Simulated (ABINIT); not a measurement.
Planning a run of ABINIT 10.8.3 on BaH2 (P6_3/mmc). The input:

```
acell 3*1.0 Angstrom
rprim 
  4.462025052349 0.000000000014 0.000000000000
  -2.231012526186 3.864227047650 0.000000000000
  0.000000000000 0.000000000000 6.055292590000
ntypat 2
znucl 56 1
natom 6
typat 1 1 2 2 2 2
xred 
  0.666666666667 0.333333333333 0.750000000000
  0.333333333333 0.666666666667 0.250000000000
  0.333333333333 0.666666666667 0.750000000000
  0.666666666667 0.333333333333 0.250000000000
  -0.000000000000 -0.000000000000 0.500000000000
  -0.000000000000 -0.000000000000 0.000000000000
pp_dirpath "pseudos"
pseudos "Ba.upf, H.upf"
ecut 32
ngkpt 3 3 2
nshiftk 1
shiftk 0 0 0
kptopt 1
chksymbreak 0
istwfk *1
occopt 1
irdwfk 1
optdriver 4
nband 323
gwcalctyp 0
ecutsigx 32
symsigma 1
nkptgw 2
kptgw 
  0.0000000000 0.0000000000 0.0000000000
  0.3333333333 0.3333333333 0.5000000000
bdgw 
  11 14
  11 14
ecuteps 7
irdscr 1
ppmodel 1
indata_prefix "in"
outdata_prefix "out"
tmpdata_prefix "tmp"
```

```sh
OMP_NUM_THREADS=1 mpirun -n 8 abinit run.abi > log
```

**Question.** How long will it take on 8 MPI ranks of Intel Xeon Platinum 8488C (Sapphire Rapids), shared host, and how much memory?

It took 34 s; on shared hardware allow 17 s to 69 s. Peak host memory was 3.6 GiB.

[Paths, hosts, dates, memory and timing lines, banners, echoed tables and standing remarks are left out of the program output.]

[Logs are printed without paths, hosts, clocks, repeated set-up lines and the standing remarks that a program may print on its own settings, such as how far it seeks lower states.]

[Runs of the session that timed out or met a known fault of the program may be left out.]

[Hosts, paths, dates, database ids (printed as entryN), source tags and the programs' standing remarks are cut or masked in the printed files.]

[G0W0 gaps are taken among the corrected bands and points alone; a level outside them can change the order at an edge.]

[Where Ansatz stands beside ABINIT at settings called matched, ABINIT's density can come from a denser mesh and the files from another edition; pairs whose starting gaps differed by over 0.03 eV were left out, so agreement reads better than it is.]
